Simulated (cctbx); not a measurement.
## K3Ir: precision against data quality

Space group Im-3 (no. 204), a = 11.1520 Å, b = 11.1520 Å, c = 11.1520 Å, α = 90.00°, β = 90.00°, γ = 90.00°.

```csv
atom,mult.,x,y,z,Ueq (Å²)
Ir1,6,1/2,0,0,0.0026
Ir2,2,0,0,0,0.0039
K1,24,1/2,0.2020,0.3190,0.0079
```

This is a model crystal, built by substitution and not relaxed, with assumed displacement parameters.

Five simulated data sets (cctbx; Ag Kα, λ = 0.56087 Å; 2 % proportional error) differ in resolution or exposure (noise floor 8 counts in the first three, 8 in the last two). Each is refined with the right model, isotropic at 1.1 Å and anisotropic otherwise. How do the figures of merit and the uncertainties move?

| d min (Å) | top counts | ⟨I/σ⟩ (unmerged, absences included) | unique | param. (scale apart) | Rint | R1 | GooF | largest s.u. xyz (fractional) | s.u. U of K1 (Å²) | largest error (Å) |
| --- | --- | --- | --- | --- | --- | --- | --- | --- | --- | --- |
| 1.1 | 40000 | 9.9 | 113 | 5 | 0.018 | 0.0059 | 1.28 | 0.00006 | 0.0002 | 0.0005 |
| 0.84 | 40000 | 9.1 | 243 | 10 | 0.019 | 0.0048 | 0.97 | 0.00003 | 0.0002 | 0.0004 |
| 0.6 | 40000 | 7.8 | 634 | 10 | 0.021 | 0.0057 | 0.92 | 0.00002 | 0.0001 | 0.0002 |
| 0.75 | 300 | 0.8 | 332 | 10 | 0.300 | 0.0427 | 0.98 | 0.00045 | 0.0021 | 0.0100 |
| 0.75 | 3000 | 3.3 | 332 | 10 | 0.058 | 0.0152 | 0.98 | 0.00010 | 0.0005 | 0.0022 |

The number of reflections grows roughly as 1/d³: 113, 243 and 634 here. R1 follows the noise rather than the truth: at 300 counts it is 0.0427, at 3000 counts 0.0152, while GooF is 0.98 and 0.98: the weights 1/σ² carry the noise. The s.u. of U (U11 where anisotropic) for K1 goes 0.0002, 0.0002, 0.0001 Å² with resolution and 0.0021, 0.0005 Å² with exposure.

The 1.1 Å row also differs in its displacement model, so it isn't a clean test of resolution.

Hardware for the 0.6 Å refinement: 0.4 s on 1 thread of Arm Neoverse V2, on a shared host, peak memory 0.1 GiB.

[Logs are printed without paths, hosts, clocks, repeated set-up lines and the standing remarks that a program may print on its own settings, such as how far it seeks lower states.]
